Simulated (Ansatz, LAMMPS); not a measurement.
# Structural relaxation of amorphous 86SiO2-14Al2O3 (mol %) (92 atoms)

Wanted: the relaxed structure of amorphous 86SiO2-14Al2O3 (mol %) (92 atoms) and its electronic structure.

Method: Kohn-Sham DFT, PBE, PAW (set soft_2), plane waves, in Ansatz 0.2.0.

Report form: the programs' logs are mostly left out.

### 1. Starting point

The cell holds 92 atoms: 24 Si, 8 Al and 60 O. Cell: a = 10.943 Å, b = 10.943 Å, c = 10.943 Å, α = 90.0°, β = 90.0°, γ = 90.0°. 92 atoms (24 Si, 8 Al, 60 O) placed at random at 2.34 g/cm³, melted at 5000 K for 10 ps at fixed volume with the Morse and Coulomb pair potential with partial charges (Pedone, Malavasi, Menziani, Cormack and Segre, J. Phys. Chem. B 110, 11780 (2006)). Quenched from 5000 K to 300 K at 50 K/ps and fixed volume, held 5 ps, then minimised at fixed cell.

Limits known from the start: The quench rate of 50 K/ps is many orders above laboratory rates, so the cell is likely richer in defects and strain than a real sample. The network of bonds at the start is that of the classical potential that made the cell. Only the Γ point is sampled in the main run, in a cell whose shortest periodic width is 11 Å.

### 2. Making the structure

A classical potential makes the cell, at a small fraction of what the same run would cost in DFT.

This step: classical MD, Morse and Coulomb pair potential with partial charges (Pedone, Malavasi, Menziani, Cormack and Segre, J. Phys. Chem. B 110, 11780 (2006)) (LAMMPS 22 Jul 2025 - Update 4).

File in.lmp:

```
# melt-quench of Si24Al8O60
units metal
atom_style charge
boundary p p p
region box block 0 10.9431 0 10.9431 0 10.9431
create_box 3 box
mass 1 28.0850   # Si
mass 2 26.9815   # Al
mass 3 15.9990   # O
create_atoms 1 random 24 41489 NULL overlap 1.5 maxtry 2000
create_atoms 2 random 8 41496 NULL overlap 1.5 maxtry 2000
create_atoms 3 random 60 41503 NULL overlap 1.5 maxtry 2000
pair_style hybrid/overlay pedone 5.5 coul/long 8.0
pair_coeff * * coul/long
pair_coeff 1 3 pedone 0.340554 2.006700 2.100000 1   # Si-O
pair_coeff 2 3 pedone 0.361581 1.900442 2.164818 0.9   # Al-O
pair_coeff 3 3 pedone 0.042395 1.379316 3.618701 22   # O-O
set type 1 charge 2.4
set type 2 charge 1.8
set type 3 charge -1.2
kspace_style pppm 1.0e-4
neigh_modify delay 0 every 1 check yes
thermo_style custom step time temp pe press density
thermo_modify norm yes
timestep 0.002
thermo 100
min_style cg
minimize 1e-4 1e-4 200 2000
reset_timestep 0
velocity all create 5000 41490 mom yes dist gaussian
fix lim all nve/limit 0.05
fix lan all langevin 5000 5000 0.2 41491 zero yes
thermo 500
run 1000 post no
# [... 10 lines left out ...]
thermo 1250
fix md all nvt temp 300 300 0.2
run 2500 post no
unfix md
thermo 100
min_style cg
minimize 0 1e-3 2000 20000
write_dump all custom glass.dump id type xs ys zs modify sort id
```

Command:

```console
> lmp -in in.lmp -log none -nocite
```

The job ended after 20 s (1 thread of Arm Neoverse V2, shared host; peak memory 0.069 GiB).

### 3. Single point at the start

The forces at the start show how far the geometry lies from a minimum of this functional.

File input.yaml:

```yaml
crystal:
  lattice:
    - [10.9431, 0.0, 0.0]
    - [0.0, 10.9431, 0.0]
    - [0.0, 0.0, 10.9431]
  atoms:
    - { symbol: Si, position: [0.42417, 0.62411, 0.17749] }
    - { symbol: Si, position: [0.1997, 0.79601, 0.89907] }
    - { symbol: Si, position: [0.72752, 0.82309, 0.98406] }
    - { symbol: Si, position: [0.84888, 0.52447, 0.35694] }
    - { symbol: Si, position: [0.43021, 0.64735, 0.89968] }
    - { symbol: Si, position: [0.77026, 0.1272, 0.73306] }
    - { symbol: Si, position: [0.79161, 0.96894, 0.35142] }
    - { symbol: Si, position: [0.0607, 0.9038, 0.26029] }
    - { symbol: Si, position: [0.31961, 0.41009, 0.81536] }
    - { symbol: Si, position: [0.98948, 0.40332, 0.14031] }
    - { symbol: Si, position: [0.38462, 0.93197, 0.58888] }
    - { symbol: Si, position: [0.56227, 0.38913, 0.11055] }
    - { symbol: Si, position: [0.395, 0.19294, 0.96775] }
    - { symbol: Si, position: [0.66202, 0.73341, 0.26313] }
    - { symbol: Si, position: [0.54118, 0.991, 0.825] }
    - { symbol: Si, position: [0.0608, 0.47226, 0.73604] }
    - { symbol: Si, position: [0.62994, 0.19566, 0.30384] }
    - { symbol: Si, position: [0.14535, 0.82912, 0.51854] }
    - { symbol: Si, position: [0.37684, 0.17634, 0.4219] }
    - { symbol: Si, position: [0.1699, 0.04419, 0.0313] }
    - { symbol: Si, position: [0.718, 0.33917, 0.53884] }
    - { symbol: Si, position: [0.45304, 0.42769, 0.56012] }
    - { symbol: Si, position: [0.14625, 0.65247, 0.1479] }
    - { symbol: Si, position: [0.13269, 0.30038, 0.34957] }
    - { symbol: Al, position: [0.1179, 0.55786, 0.45738] }
    - { symbol: Al, position: [0.91258, 0.03519, 0.90502] }
    - { symbol: Al, position: [0.93662, 0.9666, 0.60482] }
    - { symbol: Al, position: [0.87829, 0.3387, 0.86841] }
    - { symbol: Al, position: [0.98189, 0.24494, 0.59694] }
    - { symbol: Al, position: [0.69058, 0.55142, 0.89276] }
    - { symbol: Al, position: [0.93929, 0.71096, 0.84385] }
    - { symbol: Al, position: [0.38083, 0.68686, 0.44122] }
    - { symbol: O, position: [0.63467, 0.30524, 0.20707] }
    - { symbol: O, position: [0.46911, 0.48607, 0.17765] }
    - { symbol: O, position: [0.40996, 0.30316, 0.49289] }
    - { symbol: O, position: [0.07422, 0.52792, 0.1342] }
    - { symbol: O, position: [0.59797, 0.40179, 0.59128] }
    - { symbol: O, position: [0.17774, 0.43717, 0.81286] }
    - { symbol: O, position: [0.42742, 0.8208, 0.50075] }
    - { symbol: O, position: [0.01786, 0.09966, 0.62058] }
    - { symbol: O, position: [0.17343, 0.70165, 0.0123] }
    - { symbol: O, position: [0.88445, 0.44189, 0.23915] }
    - { symbol: O, position: [0.27521, 0.14482, 0.0374] }
    - { symbol: O, position: [0.4583, 0.9413, 0.71535] }
    - { symbol: O, position: [0.74203, 0.61879, 0.31061] }
    - { symbol: O, position: [0.43201, 0.54919, 0.4819] }
    - { symbol: O, position: [0.28316, 0.64301, 0.21537] }
    - { symbol: O, position: [0.37765, 0.43915, 0.68437] }
    - { symbol: O, position: [0.7932, 0.23324, 0.62935] }
    - { symbol: O, position: [0.44133, 0.68315, 0.04402] }
    - { symbol: O, position: [0.38471, 0.06093, 0.51491] }
    - { symbol: O, position: [0.79462, 0.70481, 0.90981] }
    - { symbol: O, position: [0.51299, 0.69822, 0.27302] }
    - { symbol: O, position: [0.80285, 0.43909, 0.47318] }
    - { symbol: O, position: [0.48643, 0.15821, 0.32233] }
    - { symbol: O, position: [0.12532, 0.98819, 0.16054] }
    - { symbol: O, position: [0.09921, 0.51096, 0.60462] }
    - { symbol: O, position: [0.98338, 0.57422, 0.80012] }
    - { symbol: O, position: [0.63795, 0.08419, 0.75426] }
    - { symbol: O, position: [0.1789, 0.4389, 0.37476] }
    - { symbol: O, position: [0.92123, 0.9399, 0.28512] }
    - { symbol: O, position: [0.22895, 0.92622, 0.95598] }
    - { symbol: O, position: [0.64268, 0.47821, 0.02762] }
    - { symbol: O, position: [0.69031, 0.7701, 0.1171] }
    - { symbol: O, position: [0.56234, 0.63294, 0.84455] }
    - { symbol: O, position: [0.37765, 0.5088, 0.9065] }
    - { symbol: O, position: [0.24302, 0.20404, 0.36663] }
    - { symbol: O, position: [0.03007, 0.2821, 0.45601] }
    - { symbol: O, position: [0.83159, 0.18161, 0.85876] }
    - { symbol: O, position: [0.942, 0.36911, 0.00801] }
    - { symbol: O, position: [0.34842, 0.27338, 0.85258] }
    - { symbol: O, position: [0.82588, 0.9935, 0.49184] }
    - { symbol: O, position: [0.76624, 0.43622, 0.82407] }
    - { symbol: O, position: [0.06934, 0.30214, 0.21536] }
    - { symbol: O, position: [0.83774, 0.92155, 0.98317] }
    - { symbol: O, position: [0.24223, 0.89186, 0.60704] }
    - { symbol: O, position: [0.98385, 0.34293, 0.72718] }
    - { symbol: O, position: [0.07255, 0.76319, 0.21016] }
    [... 8 atom lines left out ...]
    - { symbol: O, position: [0.97322, 0.58909, 0.39849] }
    - { symbol: O, position: [0.1309, 0.90171, 0.3907] }
    - { symbol: O, position: [0.48259, 0.28704, 0.03834] }
    - { symbol: O, position: [0.04976, 0.0769, 0.95472] }
    - { symbol: O, position: [0.67176, 0.25148, 0.43287] }
    - { symbol: O, position: [0.21056, 0.69668, 0.47312] }
kpoints:
  mp_grid: { grid: [1, 1, 1] }
hamiltonian:
  xc: pbe
scf:
  occupations: { method: fermi_dirac, width: 0.025 }
output:
  forces: true
```

Command:

```console
> ansatz run input.yaml --threads 4 --pin off --max-ram 8192MiB --backend cpu --events-out ev --progress --plain --runs-dir out
```

The job ended after 11 s (4 threads of Arm Neoverse V2, shared host; peak memory 1.5 GiB; 41 s of CPU time).

Read from the output:

| Item | Value |
| --- | --- |
| free energy | -53702.3252 eV |
| free energy per atom | -583.7209 eV/atom |
| SCF cycles | 9 |
| r.m.s. force component | 0.7558 eV/Å |
| longest force | 2.52 eV/Å |
| Fermi energy | 4.274 eV |

The r.m.s. force component of 0.76 eV/Å sets the starting point.

Neighbours are counted within 2.08 Å (O-Si), 2.23 Å (O-Al).

Length of the force by element and coordination:

```csv
element,coordination,atoms,mean length of the force (eV/Å),spread,least,most
Al,all,8,1.02,0.322,0.585,1.53
Al,3,2,0.872,0.0619,0.810,0.934
Al,4,6,1.06,0.358,0.585,1.53
O,all,60,1.06,0.447,0.120,2.35
O,2,54,1.05,0.464,0.120,2.35
O,3,6,1.11,0.240,0.768,1.43
Si,all,24,1.65,0.429,1.00,2.52
```

### 4. Cell and atoms relaxed

The cell is relaxed with the atoms, since the starting lattice needn't suit this functional.

Changes to input.yaml since step 3:

```diff
@@ -15 +15,5 @@
   forces: true
+relax:
+  f_tol: 0.04
+  max_steps: 250
+  cell: {}
```

Wall time 6.1 min (4 threads); peak memory 1.5 GiB; 23 min of CPU time.

The steps of the relaxation (22 of 33):

```csv
step,energy less that of the first step (eV),largest force component (eV/Å),pressure (GPa),volume (Å³)
1,0.0000,2.4205,3.62,1310.45
3,-3.4413,0.3676,-0.34,1321.41
4,-3.7130,0.6608,-0.04,1308.10
6,-4.0121,0.4583,0.04,1298.49
7,-4.1076,0.2042,-0.06,1299.79
9,-4.1821,0.1528,-0.02,1296.62
10,-4.2469,0.2562,-0.04,1293.86
12,-4.2693,1.7358,0.11,1284.96
13,-4.4511,0.1704,-0.01,1288.81
15,-4.5500,0.1231,0.01,1284.71
16,-4.5345,0.5738,0.03,1283.61
18,-4.5711,0.1196,-0.10,1284.57
19,-4.5789,0.2173,-0.05,1282.74
21,-4.6057,0.1980,-0.01,1281.31
22,-4.6258,0.0700,0.06,1279.60
24,-4.6249,0.1089,-0.09,1280.81
25,-4.6260,0.0767,0.01,1280.91
27,-4.6256,0.0432,0.02,1281.23
28,-4.6261,0.0771,-0.01,1281.16
30*,-4.6098,0.0217,-0.04,1281.52
31,-4.6170,0.1701,0.03,1279.25
33*,-4.6152,0.0322,0.00,1280.14
```

Relaxation steps marked * repeat the geometry before them on a plane-wave basis chosen anew for their cell, so energy and pressure can jump there. Other such steps can lie between the rows shown. Relaxation steps 8, 12, 16, 24, 25, 27, 31 were tried and not accepted.

```csv
cell as run,before,after,change
a (Å),10.943,11.048,+1.0 %
b (Å),10.943,10.541,-3.7 %
c (Å),10.943,11.014,+0.6 %
α (°),90.00,88.10,-2.1 %
β (°),90.00,92.75,+3.1 %
γ (°),90.00,88.72,-1.4 %
volume (Å³/atom),14.24,13.91,-2.3 %
```

The atoms that moved most (Å, as changes of fractional coordinates times the final cell):

```csv
atom,dx,dy,dz,length
O57,-1.038,0.251,0.125,1.075
O40,-0.184,-0.305,0.822,0.896
Al26,0.582,-0.244,-0.575,0.853
O75,0.434,-0.421,-0.530,0.804
O82,-0.594,-0.232,-0.481,0.799
O38,0.197,0.254,-0.723,0.791
O68,0.197,-0.363,0.550,0.688
O72,0.320,0.269,-0.406,0.583
```

The relaxation changed the energy by -50.2 meV/atom, and atoms moved by 0.38 Å r.m.s., 1.1 Å at most.

### 5. Distances and neighbours after relaxation

Bonds before and after, by the cutoffs listed below:

```csv
pair,bonds before,bonds after,mean before (Å),mean after (Å),spread before (Å),spread after (Å)
O-Si,96,96,1.619,1.636,0.031,0.033
O-Al,31,33,1.788,1.827,0.150,0.117
```

Density 2.40 g/cm³, 13.91 Å³ an atom.

Pair distribution functions g(r), in bins of 0.2 Å:

```csv
r (Å),total,O-O,O-Si,O-Al,Si-Si,Si-Al,Al-Al
1.50,0.15,0.00,0.43,0.00,0.00,0.00,0.00
1.70,4.81,0.00,12.24,5.68,0.00,0.00,0.00
1.90,0.51,0.00,0.00,4.47,0.00,0.00,0.00
2.10,0.03,0.00,0.00,0.25,0.00,0.00,0.00
2.30,0.05,0.05,0.00,0.21,0.00,0.00,0.00
2.50,0.35,0.78,0.00,0.17,0.00,0.00,0.00
2.70,2.21,5.16,0.00,0.00,0.00,0.37,0.00
2.90,0.93,1.33,0.09,0.37,2.65,1.86,3.60
3.10,1.07,1.00,0.33,0.64,3.68,4.17,3.32
3.30,0.71,0.59,0.64,0.77,0.84,0.99,5.94
3.50,0.79,0.32,1.41,1.21,0.00,0.66,1.28
3.70,0.72,0.44,1.08,1.30,0.13,0.19,0.00
3.90,1.12,0.77,1.87,1.19,0.12,0.18,1.00
4.10,1.13,0.68,1.82,1.20,0.83,0.32,0.96
4.30,1.09,0.81,1.33,1.54,1.14,0.85,0.85
4.50,0.90,0.78,0.87,1.21,1.15,1.29,0.00
4.70,1.10,1.40,0.66,1.15,1.19,1.45,0.70
4.90,1.03,1.34,0.71,0.62,1.46,1.11,0.00
5.10,1.08,1.56,0.65,0.54,1.36,0.81,1.23
```

Bonds by pair of elements; cutoffs follow the first minimum of g(r), held within bounds set by covalent radii, and pairs that aren't listed don't count as bonded:

```csv
pair A-B,cutoff (Å),bonds,mean length (Å),spread (Å),shortest (Å),B about A,A about B
O-Si,2.12,96,1.64,0.033,1.59,1.6,4
O-Al,2.38,33,1.83,0.117,1.70,0.55,4.12
```

How many atoms have how many bonded neighbours:

```csv
element,mean,2,3,4,5
Al,4.12,0,0,7,1
O,2.15,51,9,0,0
Si,4,0,0,24,0
```

Bond angles, per cent of each kind in bins of 5°:

```csv
angle (°),O-Si-O,O-Al-O,Si-O-Si,Al-O-Si,Al-O-Al
70–75,0.0,1.9,0.0,0.0,0.0
75–80,0.0,1.9,0.0,0.0,0.0
80–85,0.0,1.9,0.0,0.0,0.0
85–90,0.7,3.9,0.0,0.0,0.0
90–95,0.0,9.6,0.0,0.0,0.0
95–100,0.7,11.5,0.0,6.7,10.0
100–105,11.8,11.5,0.0,3.3,20.0
105–110,42.4,19.2,0.0,6.7,0.0
110–115,35.4,13.5,0.0,3.3,10.0
115–120,8.3,3.9,0.0,16.7,10.0
120–125,0.7,9.6,10.5,16.7,30.0
125–130,0.0,1.9,7.9,10.0,0.0
130–135,0.0,0.0,23.7,3.3,0.0
135–140,0.0,1.9,13.2,10.0,0.0
140–145,0.0,1.9,7.9,6.7,20.0
145–150,0.0,0.0,7.9,6.7,0.0
150–155,0.0,0.0,7.9,6.7,0.0
155–160,0.0,1.9,2.6,0.0,0.0
160–165,0.0,0.0,7.9,3.3,0.0
165–170,0.0,1.9,2.6,0.0,0.0
170–175,0.0,1.9,7.9,0.0,0.0
```

Bond angles (no mean is given where the spread exceeds 20°):

```csv
angle,count,mean (°),spread (°)
O-Si-O,144,109,4.4
O-Al-O,52,109,19.2
Si-O-Si,38,142,15
Al-O-Si,30,127,16.8
Al-O-Al,10,118,14.1
```

Oxygen atoms by the number of network formers (Si, P, Ge, B, Al, As, Ga) bound to them:

```csv
network formers bound to O,O atoms,per cent
0,0,0
1,0,0
2,51,85
3,9,15
```

Network units: each former by its oxygen neighbours and how many of them bridge to another former:

```csv
former,O neighbours,bridging O,atoms
Si,4,4,24
Al,4,4,7
Al,5,5,1
```

Bond length by coordination (bonds to H left out):

```csv
element,coordination,atoms,mean bond length (Å)
Al,4,7,1.80
Al,5,1,1.95
O,2,51,1.64
O,3,9,1.84
```

Rings of the network by King's shortest-path rule, up to 12 atoms, one path for each pair of neighbours; H, halogens, alkali and alkaline-earth atoms are left out, and the last column divides by all other atoms, bonded or not:

```csv
ring size (atoms),rings,per network atom
4,2,0.022
6,8,0.087
8,11,0.12
10,20,0.217
12,28,0.304
```

First main peaks of g(r), for some of the pairs, lie near 2.7 Å (O-O), 1.6 Å (O-Si), 1.8 Å (O-Al), 3.0 Å (Si-Si) and 3.1 Å (Si-Al). With the cutoffs above, 88 % of Al atoms have 4, 85 % of O atoms have 2 and all Si atoms have 4 bonded neighbours. The O-Si-O angle averages 109° with a spread of 4°. 85 % of the oxygens bridge two formers (Si and Al) and 0 % are non-bridging; 15 % join three. The commonest Si unit has 4 oxygens, 4 of them shared with other formers (24 of 24 atoms). Rings of 12 atoms are the most common (41 % of those counted); sizes run from 4 to 12, where the search stops.

(Continued in part 2 of 2.)

[Logs are printed without paths, hosts, clocks, repeated set-up lines and the standing remarks that a program may print on its own settings, such as how far it seeks lower states.]

[Hosts, paths, dates, database ids (printed as entryN), source tags and the programs' standing remarks are cut or masked in the printed files.]
